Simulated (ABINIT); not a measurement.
# K2LiAlH6 (Fm-3m): G0W0 with ABINIT, start to end, part 2 of 3

Aim: the G0W0 gap of K2LiAlH6 (Fm-3m) on LDA, step by step.

ABINIT 10.8.3; LDA and many-body steps on it, plane waves. Known limits of the many-body steps: not at the basis limit; coarse k mesh.

So far. Step 2 (Ground state): The gap is indirect, with the least direct gap 0.57 eV higher.

### Step 3. Bands along the symmetry lines

Level of this step: DFT, LDA, plane waves, norm-conserving pseudopotentials (ABINIT).

The cheap functional maps the bands first; the places of the edges decide which points the dearer methods must see.

run.abi reads:

```
acell 3*1.0 Angstrom
rprim 
  -0.000000000000 3.880349530400 3.880349530400
  3.880349530400 0.000000000000 3.880349530400
  3.880349530400 3.880349530400 0.000000000000
ntypat 4
znucl 19 3 13 1
natom 10
typat 1 1 2 3 4 4 4 4 4 4
xred 
  0.750000000000 0.750000000000 0.750000000000
  0.250000000000 0.250000000000 0.250000000000
  0.500000000000 0.500000000000 0.500000000000
  0.000000000000 -0.000000000000 -0.000000000000
  0.772107360000 0.227892640000 0.227892640000
  0.772107360000 0.227892640000 0.772107360000
  0.227892640000 0.772107360000 0.772107360000
  0.227892640000 0.772107360000 0.227892640000
  0.227892640000 0.227892640000 0.772107360000
  0.772107360000 0.772107360000 0.227892640000
pp_dirpath "pseudos"
pseudos "K.upf, Li.upf, Al.upf, H.upf"
ecut 33
iscf -2
irdden 1
kptopt 0
nkpt 26
kpt 
  0.00000000 0.00000000 0.00000000
  0.12500000 0.00000000 0.12500000
  0.25000000 0.00000000 0.25000000
  0.37500000 0.00000000 0.37500000
  0.50000000 0.00000000 0.50000000
  0.53125000 0.06250000 0.53125000
  0.56250000 0.12500000 0.56250000
  0.59375000 0.18750000 0.59375000
  0.62500000 0.25000000 0.62500000
  0.37500000 0.37500000 0.75000000
  0.28125000 0.28125000 0.56250000
  0.18750000 0.18750000 0.37500000
  0.09375000 0.09375000 0.18750000
  0.00000000 0.00000000 0.00000000
  0.12500000 0.12500000 0.12500000
  0.25000000 0.25000000 0.25000000
  0.37500000 0.37500000 0.37500000
  0.50000000 0.50000000 0.50000000
  0.50000000 0.43750000 0.56250000
  0.50000000 0.37500000 0.62500000
  0.50000000 0.31250000 0.68750000
  0.50000000 0.25000000 0.75000000
  0.50000000 0.18750000 0.68750000
  0.50000000 0.12500000 0.62500000
  0.50000000 0.06250000 0.56250000
  0.50000000 0.00000000 0.50000000
istwfk *1
nband 22
nbdbuf 2
tolwfr 1e-08
nstep 40
prtwf 0
prtvol 0
indata_prefix "in"
outdata_prefix "out"
tmpdata_prefix "tmp"
```

Run with:

```sh
$ OMP_NUM_THREADS=1 mpirun -n 4 abinit run.abi > log
```

Numbers of over 12 decimals in the logs are rounded to 6 here.

Output:

```text
.Version 10.8.3 of ABINIT. v10.8.2 released Aug 2026.

 Symmetries : space group Fm -3 m (#225); Bravais cF (face-center cubic)
[... echo of the input left out ...]
== DATASET  1 ==================================================================
-   mpi_nproc: 4, omp_nthreads: 1 (-1 if OMP is not activated)

--- !DatasetInfo
iteration_state: {dtset: 1, }
dimensions: {natom: 10, nkpt: 26, mband: 22, nsppol: 1, nspinor: 1, nspden: 1, mpw: 7171, }
cutoff_energies: {ecut:  33.0, pawecutdg:  -1.0, }
electrons: {nelect:   3.00000000E+01, charge:   0.00000000E+00, occopt:   1.00000000E+00, tsmear:   1.00000000E-02, }

 Real(R)+Recip(G) space primitive vectors, cartesian coordinates (Bohr,Bohr^-1):
 R(1)=  0.0000000  7.3327979  7.3327979  G(1)= -0.0681868  0.0681868  0.0681868
 R(2)=  7.3327979  0.0000000  7.3327979  G(2)=  0.0681868 -0.0681868  0.0681868
 R(3)=  7.3327979  7.3327979  0.0000000  G(3)=  0.0681868  0.0681868 -0.0681868
 Unit cell volume ucvol=  7.8856798E+02 bohr^3
 Angles (23,13,12)=  6.00000000E+01  6.00000000E+01  6.00000000E+01 degrees

 getcut: wavevector=  0.0000  0.0000  0.0000  ngfft=  54  54  54
         ecut(hartree)=     33.000   => boxcut(ratio)=   2.01435

--- Pseudopotential description ------------------------------------------------
- K Generated using ONCVPSP code by D. R. Hamann
- 19.00000   9.00000  180309                  znucl, zion, pspdat
12 -1012 2 -1 2170                            pspcod,pspxc,lmax,lloc,mmax
     nproj     2     2     2
  pspatm : epsatm=    8.21740868
         --- l  ekb(1:nproj) -->
             0   10.940065    0.829722
             1    4.437415    0.568178
             2   -3.386874   -1.066382
 pspatm: atomic psp has been read  and splines computed

- Li Generated using ONCVPSP code by D. R. Hamann
-  3.00000   3.00000  180309                  znucl, zion, pspdat
12 -1012 1 -1 1944                            pspcod,pspxc,lmax,lloc,mmax
     nproj     2     2     0
  pspatm : epsatm=    2.61415252
         --- l  ekb(1:nproj) -->
[...]
pspatm: atomic psp has been read  and splines computed

- Al Generated using ONCVPSP code by D. R. Hamann
- 13.00000   3.00000  180309                  znucl, zion, pspdat
12 -1012 2 -1 1854                            pspcod,pspxc,lmax,lloc,mmax
     nproj     2     2     2
  pspatm : epsatm=    0.57439143
         --- l  ekb(1:nproj) -->
[...]
pspatm: atomic psp has been read  and splines computed

- H Generated using ONCVPSP code by D. R. Hamann
-  1.00000   1.00000  180309                  znucl, zion, pspdat
12 -1012 1 -1 1180                            pspcod,pspxc,lmax,lloc,mmax
     nproj     2     1     0
  pspatm : epsatm=    0.35439867
         --- l  ekb(1:nproj) -->
[...]
1   -0.275071
 pspatm: atomic psp has been read  and splines computed

[...]
Non-SCF case, kpt   26 (  0.50000  0.00000  0.50000), residuals and eigenvalues=
[...]
--- !ResultsGS
iteration_state: {dtset: 1, }
comment   : Summary of ground state results
lattice_vectors:
- [ -0.0000000,   7.3327979,   7.3327979, ]
- [  7.3327979,   0.0000000,   7.3327979, ]
- [  7.3327979,   7.3327979,   0.0000000, ]
lattice_lengths: [  10.37014,   10.37014,   10.37014, ]
lattice_angles: [ 60.000,  60.000,  60.000, ] # degrees, (23, 13, 12)
lattice_volume:   7.8856798E+02
convergence: {deltae:  0.000E+00, res2:  0.000E+00, residm:  9.967E-09, diffor:  0.000E+00, }
etotal    :  -7.28856105E+01
entropy   :   0.00000000E+00
fermie    :   8.08655080E-02
cartesian_stress_tensor: null
pressure_GPa: null
xred      :
- [  7.5000E-01,   7.5000E-01,   7.5000E-01,  K]
- [  2.5000E-01,   2.5000E-01,   2.5000E-01,  K]
- [  5.0000E-01,   5.0000E-01,   5.0000E-01, Li]
- [  0.0000E+00,   0.0000E+00,   0.0000E+00, Al]
- [  7.7211E-01,   2.2789E-01,   2.2789E-01,  H]
- [  7.7211E-01,   2.2789E-01,   7.7211E-01,  H]
- [  2.2789E-01,   7.7211E-01,   7.7211E-01,  H]
- [  2.2789E-01,   7.7211E-01,   2.2789E-01,  H]
- [  2.2789E-01,   2.2789E-01,   7.7211E-01,  H]
- [  7.7211E-01,   7.7211E-01,   2.2789E-01,  H]
cartesian_forces: null
force_length_stats: {min: null, max: null, mean: null, }

 Integrated electronic density in atomic spheres:
 ------------------------------------------------
 Atom  Sphere_radius  Integrated_density
[...]
================================================================================

 ----iterations are completed or convergence reached----

 Mean square residual over all n,k,spin=   61.568E-10; max=  99.673E-10
 reduced coordinates (array xred) for   10 atoms
[...]
0.227892640000      0.227892640000      0.772107360000
       0.772107360000      0.772107360000      0.227892640000

 cartesian coordinates (angstrom) at end:
[...]
9      3.880350     3.880350     1.768606
   10      3.880350     3.880350     5.992093
 length scales=  1.889726125908  1.889726125908  1.889726125908 bohr
              =  1.000000000000  1.000000000000  1.000000000000 angstroms
 prteigrs : about to open file out_EIG
 Eigenvalues (hartree) for nkpt=  26  k points:
 kpt#   1, nband= 22, wtk=  1.00000, kpt=  0.0000  0.0000  0.0000 (reduced coord)
[...]
kpt#   2, nband= 22, wtk=  1.00000, kpt=  0.1250  0.0000  0.1250 (reduced coord)
[...]
kpt#   3, nband= 22, wtk=  1.00000, kpt=  0.2500  0.0000  0.2500 (reduced coord)
[...]
kpt#  25, nband= 22, wtk=  1.00000, kpt=  0.5000  0.0625  0.5625 (reduced coord)
[...]
0.25614    0.25795    0.28235    0.30096    0.31658    0.32449
 kpt#  26, nband= 22, wtk=  1.00000, kpt=  0.5000  0.0000  0.5000 (reduced coord)
  -1.54991   -0.97863   -0.97793   -0.39190   -0.38810   -0.38810   -0.37685   -0.37685
  -0.37581   -0.13534   -0.05051   -0.01700   -0.01700   -0.00075    0.08087    0.20465
   0.25459    0.25459    0.28333    0.31459    0.31816    0.32307

== END DATASET(S) ==============================================================
================================================================================

 -outvars: echo values of variables after computation  --------
            nband          22
             nkpt          26
          spgroup         225
 [... the other variables as echoed above ...]

 Calculation completed.
```

Elapsed: 35 s, on 4 MPI ranks of Arm Neoverse V1, shared host; peak memory 0.36 GiB; 2.3 min of CPU time.

This step gave:

| Item | Value |
| --- | --- |
| gap | 2.154 eV |
| k of the valence top | 0.5, 0, 0.5 |
| k of the conduction bottom | 0, 0, 0 |
| least direct gap | 2.726 eV |

The gap is 2.154 eV, as in the run before at this level.

Electronic bands along the path, in eV, zero at the top of the highest filled band:

| point | band 12 | band 13 | band 14 | band 15 | band 16 | band 17 | band 18 | band 19 |
| --- | --- | --- | --- | --- | --- | --- | --- | --- |
| Γ | -2.94 | -2.94 | -0.57 | -0.57 | 2.15 | 5.14 | 5.14 | 5.14 |
| halfway | -2.80 | -2.80 | -1.45 | -0.31 | 3.39 | 4.34 | 4.94 | 4.94 |
| X | -2.66 | -2.66 | -2.22 | 0.00 | 3.37 | 4.73 | 4.73 | 5.51 |
| halfway | -2.85 | -2.63 | -2.04 | -0.17 | 3.52 | 4.70 | 5.02 | 5.49 |
| U | -3.14 | -2.54 | -1.73 | -0.57 | 3.86 | 4.69 | 5.27 | 5.44 |
| jump to K | -3.14 | -2.54 | -1.73 | -0.57 | 3.86 | 4.69 | 5.27 | 5.44 |
| halfway | -2.88 | -2.55 | -1.13 | -0.79 | 3.23 | 4.78 | 4.86 | 5.22 |
| Γ | -2.94 | -2.94 | -0.57 | -0.57 | 2.15 | 5.14 | 5.14 | 5.14 |
| halfway | -2.71 | -2.71 | -0.85 | -0.85 | 2.84 | 4.42 | 5.31 | 5.72 |
| L | -2.41 | -2.41 | -1.19 | -1.19 | 2.95 | 3.96 | 5.85 | 5.85 |
| halfway | -2.80 | -2.52 | -1.35 | -0.99 | 3.67 | 4.53 | 5.05 | 5.34 |
| W | -3.15 | -2.90 | -1.42 | -0.80 | 4.42 | 4.42 | 5.36 | 5.36 |
| halfway | -2.81 | -2.81 | -1.87 | -0.32 | 3.67 | 4.90 | 5.06 | 5.26 |
| X | -2.66 | -2.66 | -2.22 | 0.00 | 3.37 | 4.73 | 4.73 | 5.51 |

### Step 4. Empty states on the mesh, 2×2×2 mesh, 69 bands

The sums over transitions need many empty states on a uniform mesh; this step solves for them.

run.abi reads:

```
acell 3*1.0 Angstrom
rprim 
  -0.000000000000 3.880349530400 3.880349530400
  3.880349530400 0.000000000000 3.880349530400
  3.880349530400 3.880349530400 0.000000000000
ntypat 4
znucl 19 3 13 1
natom 10
typat 1 1 2 3 4 4 4 4 4 4
xred 
  0.750000000000 0.750000000000 0.750000000000
  0.250000000000 0.250000000000 0.250000000000
  0.500000000000 0.500000000000 0.500000000000
  0.000000000000 -0.000000000000 -0.000000000000
  0.772107360000 0.227892640000 0.227892640000
  0.772107360000 0.227892640000 0.772107360000
  0.227892640000 0.772107360000 0.772107360000
  0.227892640000 0.772107360000 0.227892640000
  0.227892640000 0.227892640000 0.772107360000
  0.772107360000 0.772107360000 0.227892640000
pp_dirpath "pseudos"
pseudos "K.upf, Li.upf, Al.upf, H.upf"
ecut 33
ngkpt 2 2 2
nshiftk 1
shiftk 0 0 0
kptopt 1
chksymbreak 0
iscf -2
irdden 1
istwfk *1
nband 69
nbdbuf 6
tolwfr 1e-09
nstep 60
prtvol 0
indata_prefix "in"
outdata_prefix "out"
tmpdata_prefix "tmp"
```

Output:

```text
.Version 10.8.3 of ABINIT. v10.8.2 released Aug 2026.

 Symmetries : space group Fm -3 m (#225); Bravais cF (face-center cubic)
[... echo of the input left out ...]
== DATASET  1 ==================================================================
-   mpi_nproc: 4, omp_nthreads: 1 (-1 if OMP is not activated)
-    --> not optimal distribution: autoparal keyword recommended in input file <--

--- !DatasetInfo
iteration_state: {dtset: 1, }
dimensions: {natom: 10, nkpt: 3, mband: 69, nsppol: 1, nspinor: 1, nspden: 1, mpw: 7144, }
cutoff_energies: {ecut:  33.0, pawecutdg:  -1.0, }
electrons: {nelect:   3.00000000E+01, charge:   0.00000000E+00, occopt:   1.00000000E+00, tsmear:   1.00000000E-02, }

 Real(R)+Recip(G) space primitive vectors, cartesian coordinates (Bohr,Bohr^-1):
 R(1)=  0.0000000  7.3327979  7.3327979  G(1)= -0.0681868  0.0681868  0.0681868
 R(2)=  7.3327979  0.0000000  7.3327979  G(2)=  0.0681868 -0.0681868  0.0681868
 R(3)=  7.3327979  7.3327979  0.0000000  G(3)=  0.0681868  0.0681868 -0.0681868
 Unit cell volume ucvol=  7.8856798E+02 bohr^3
 Angles (23,13,12)=  6.00000000E+01  6.00000000E+01  6.00000000E+01 degrees

 getcut: wavevector=  0.0000  0.0000  0.0000  ngfft=  54  54  54
         ecut(hartree)=     33.000   => boxcut(ratio)=   2.01435

--- Pseudopotential description ------------------------------------------------
- K Generated using ONCVPSP code by D. R. Hamann
- 19.00000   9.00000  180309                  znucl, zion, pspdat
12 -1012 2 -1 2170                            pspcod,pspxc,lmax,lloc,mmax
     nproj     2     2     2
  pspatm : epsatm=    8.21740868
         --- l  ekb(1:nproj) -->
             0   10.940065    0.829722
             1    4.437415    0.568178
             2   -3.386874   -1.066382
 pspatm: atomic psp has been read  and splines computed

- Li Generated using ONCVPSP code by D. R. Hamann
-  3.00000   3.00000  180309                  znucl, zion, pspdat
12 -1012 1 -1 1944                            pspcod,pspxc,lmax,lloc,mmax
     nproj     2     2     0
  pspatm : epsatm=    2.61415252
         --- l  ekb(1:nproj) -->
[...]
pspatm: atomic psp has been read  and splines computed

- Al Generated using ONCVPSP code by D. R. Hamann
- 13.00000   3.00000  180309                  znucl, zion, pspdat
12 -1012 2 -1 1854                            pspcod,pspxc,lmax,lloc,mmax
     nproj     2     2     2
  pspatm : epsatm=    0.57439143
         --- l  ekb(1:nproj) -->
[...]
pspatm: atomic psp has been read  and splines computed

- H Generated using ONCVPSP code by D. R. Hamann
-  1.00000   1.00000  180309                  znucl, zion, pspdat
12 -1012 1 -1 1180                            pspcod,pspxc,lmax,lloc,mmax
     nproj     2     1     0
  pspatm : epsatm=    0.35439867
         --- l  ekb(1:nproj) -->
[...]
1   -0.275071
[...]
-3.7803E-01 -3.7803E-01 -3.7803E-01 -1.7227E-01 -2.6998E-02 -2.6998E-02
 -2.6998E-02  5.9855E-02  5.9855E-02  1.6004E-01  2.6981E-01  2.6981E-01
[...]
8.8720E-01  8.8720E-01  8.8720E-01  9.2814E-01  9.2814E-01  9.2814E-01
  9.5674E-01  9.9835E-01  9.9835E-01  9.9835E-01  1.0591E+00  1.0988E+00
[...]
prteigrs : prtvol=0 or 1, do not print more k-points.

--- !ResultsGS
iteration_state: {dtset: 1, }
comment   : Summary of ground state results
lattice_vectors:
- [ -0.0000000,   7.3327979,   7.3327979, ]
- [  7.3327979,   0.0000000,   7.3327979, ]
- [  7.3327979,   7.3327979,   0.0000000, ]
lattice_lengths: [  10.37014,   10.37014,   10.37014, ]
lattice_angles: [ 60.000,  60.000,  60.000, ] # degrees, (23, 13, 12)
lattice_volume:   7.8856798E+02
convergence: {deltae:  0.000E+00, res2:  0.000E+00, residm:  9.993E-10, diffor:  0.000E+00, }
etotal    :  -7.28856105E+01
entropy   :   0.00000000E+00
fermie    :   8.08655080E-02
cartesian_stress_tensor: null
pressure_GPa: null
xred      :
- [  7.5000E-01,   7.5000E-01,   7.5000E-01,  K]
- [  2.5000E-01,   2.5000E-01,   2.5000E-01,  K]
- [  5.0000E-01,   5.0000E-01,   5.0000E-01, Li]
- [  0.0000E+00,   0.0000E+00,   0.0000E+00, Al]
- [  7.7211E-01,   2.2789E-01,   2.2789E-01,  H]
- [  7.7211E-01,   2.2789E-01,   7.7211E-01,  H]
- [  2.2789E-01,   7.7211E-01,   7.7211E-01,  H]
- [  2.2789E-01,   7.7211E-01,   2.2789E-01,  H]
- [  2.2789E-01,   2.2789E-01,   7.7211E-01,  H]
- [  7.7211E-01,   7.7211E-01,   2.2789E-01,  H]
cartesian_forces: null
force_length_stats: {min: null, max: null, mean: null, }

 Integrated electronic density in atomic spheres:
 ------------------------------------------------
 Atom  Sphere_radius  Integrated_density
[...]
================================================================================

 ----iterations are completed or convergence reached----

 Mean square residual over all n,k,spin=   52.228E-11; max=  99.933E-11
 reduced coordinates (array xred) for   10 atoms
[...]
0.227892640000      0.227892640000      0.772107360000
       0.772107360000      0.772107360000      0.227892640000

 cartesian coordinates (angstrom) at end:
    1      5.820524     5.820524     5.820524
    2      1.940175     1.940175     1.940175
    3      3.880350     3.880350     3.880350
[...]
9      3.880350     3.880350     1.768606
   10      3.880350     3.880350     5.992093
 length scales=  1.889726125908  1.889726125908  1.889726125908 bohr
              =  1.000000000000  1.000000000000  1.000000000000 angstroms
 prteigrs : about to open file out_EIG
 Eigenvalues (hartree) for nkpt=   3  k points:
 kpt#   1, nband= 69, wtk=  0.12500, kpt=  0.0000  0.0000  0.0000 (reduced coord)
[...]
0.73475    0.82217    0.82217    0.85455    0.85455    0.85455    0.88720    0.88720
   0.88720    0.92814    0.92814    0.92814    0.95674    0.99835    0.99835    0.99835
   1.05912    1.09880    1.09881    1.09883    1.12527
 prteigrs : prtvol=0 or 1, do not print more k-points.

== END DATASET(S) ==============================================================
================================================================================

 -outvars: echo values of variables after computation  --------
            nband          69
             nkpt           3
          spgroup         225
 [... the other variables as echoed above ...]

 Calculation completed.
```

It took 19 s on 4 MPI ranks; peak memory 0.33 GiB; 75 s of CPU time.

Numbers from this step:

```yaml
gap: 2.154 eV
k_of_the_valence_top: 0.5, 0.5, 0
k_of_the_conduction_bottom: 0, 0, 0
least_direct_gap: 2.726 eV
k_points_computed: 3
lowest_point_of_the_top_converged_band_above_the_valence_top: 24.97 eV
```

On this mesh the gap is 2.154 eV.

### Step 5. Screening, 2×2×2 mesh, 63 bands, screening to 87.1 eV

The RPA dielectric matrix is built and inverted for each q.

This step: RPA screening on LDA, plane waves, norm-conserving pseudopotentials.

run.abi, as its differences from that of step 4:

```diff
@@ -28,10 +28,11 @@
 chksymbreak 0
-iscf -2
-irdden 1
 istwfk *1
-nband 69
-nbdbuf 6
-tolwfr 1e-09
-nstep 60
-prtvol 0
+occopt 1
+irdwfk 1
+optdriver 3
+nband 63
+ecuteps 3.2
+inclvkb 2
+awtr 1
+symchi 1
 indata_prefix "in"
```

Output:

```text
.Version 10.8.3 of ABINIT. v10.8.2 released Aug 2026.

 Symmetries : space group Fm -3 m (#225); Bravais cF (face-center cubic)
[... echo of the input left out ...]
== DATASET  1 ==================================================================
-   mpi_nproc: 4, omp_nthreads: 1 (-1 if OMP is not activated)

--- !DatasetInfo
iteration_state: {dtset: 1, }
dimensions: {natom: 10, nkpt: 3, mband: 63, nsppol: 1, nspinor: 1, nspden: 1, mpw: 7144, }
cutoff_energies: {ecut:  33.0, pawecutdg:  -1.0, }
electrons: {nelect:   3.00000000E+01, charge:   0.00000000E+00, occopt:   1.00000000E+00, tsmear:   1.00000000E-02, }

 SCREENING: Calculation of the susceptibility and dielectric matrices

 Based on a program developped by R.W. Godby, V. Olevano, G. Onida, and L. Reining.
 Incorporated in ABINIT by V. Olevano, G.-M. Rignanese, and M. Torrent.
.Using double precision arithmetic ; gwpc =  8

[... cell and pseudopotentials left out ...]
--------------------------------------------------------------------------------

 ==== K-mesh for the wavefunctions ====
 Number of points in the irreducible wedge :     3
[... list of points left out ...]
 Together with 48 symmetry operations and time-reversal symmetry
 yields     8 points in the full Brillouin Zone.

 ==== Q-mesh for the screening function ====
 Number of points in the irreducible wedge :     3
[... list of points left out ...]
 Together with 48 symmetry operations and time-reversal symmetry
 yields     8 points in the full Brillouin Zone.

 setmesh: FFT mesh size selected  =    36x   36x   36
          total number of points  =        46656

 vcoul_init : cutoff-mode = AUXILIARY_FUNCTION
 q-points for optical limit:   1
     1)      0.000010    0.000020    0.000030

- screening: taking advantage of time-reversal symmetry
- Maximum band index for partially occupied states nbvw = 15
- Remaining bands to be divided among processors   nbcw = 48
- Number of bands treated by each node ~12

 Number of electrons calculated from density =   30.0000; Expected =   30.0000
 average of density, n =  0.038044
 r_s =    1.8445
 omega_plasma =   18.8147 [eV]

 calculating chi0 at frequencies [eV] :
  1    0.000000E+00    0.000000E+00
  2    0.000000E+00    1.881467E+01

--------------------------------------------------------------------------------
  q-point number  1        q = ( 0.000000, 0.000000, 0.000000) [r.l.u.]
--------------------------------------------------------------------------------
[... chi0 elements left out ...]
 For q-point:  0.000010 0.000020 0.000030
  dielectric constant =   4.2266
  dielectric constant without local fields =   4.8254

  Average fulfillment of the sum rule on Im[epsilon] for q-point    1 :     51.14  [%]
[... wings left out ...]
  q-point number  2        q = ( 0.500000, 0.000000, 0.000000) [r.l.u.]
--------------------------------------------------------------------------------
[... chi0 elements left out ...]
  Average fulfillment of the sum rule on Im[epsilon] for q-point    2 :     59.79  [%]

 [... 1 further q-points ...]
```

Run time: 7.8 s. Hardware: 4 MPI ranks; peak memory 0.91 GiB.

Numbers from this step:

| Item | Value |
| --- | --- |
| ε∞ with local fields, on this mesh, along the program's q direction | 4.227 |
| the same without local fields | 4.825 |
| plasma frequency | 18.81 eV |
| plane waves in the screening matrix | 181 |

Local fields lower ε∞ by 12 %. On a Γ-centred mesh this coarse the value itself is usually too large, while a short band sum pulls it down.

[end of part 2 of 3]

[Paths, hosts, dates, memory and timing lines, banners, echoed tables and standing remarks are left out of the program output.]

[Logs are printed without paths, hosts, clocks, repeated set-up lines and the standing remarks that a program may print on its own settings, such as how far it seeks lower states.]

[Runs of the session that timed out or met a known fault of the program may be left out.]

[Hosts, paths, dates, database ids (printed as entryN), source tags and the programs' standing remarks are cut or masked in the printed files.]

[G0W0 gaps are taken among the corrected bands and points alone; a level outside them can change the order at an edge.]

[Where Ansatz stands beside ABINIT at settings called matched, ABINIT's density can come from a denser mesh and the files from another edition; pairs whose starting gaps differed by over 0.03 eV were left out, so agreement reads better than it is.]
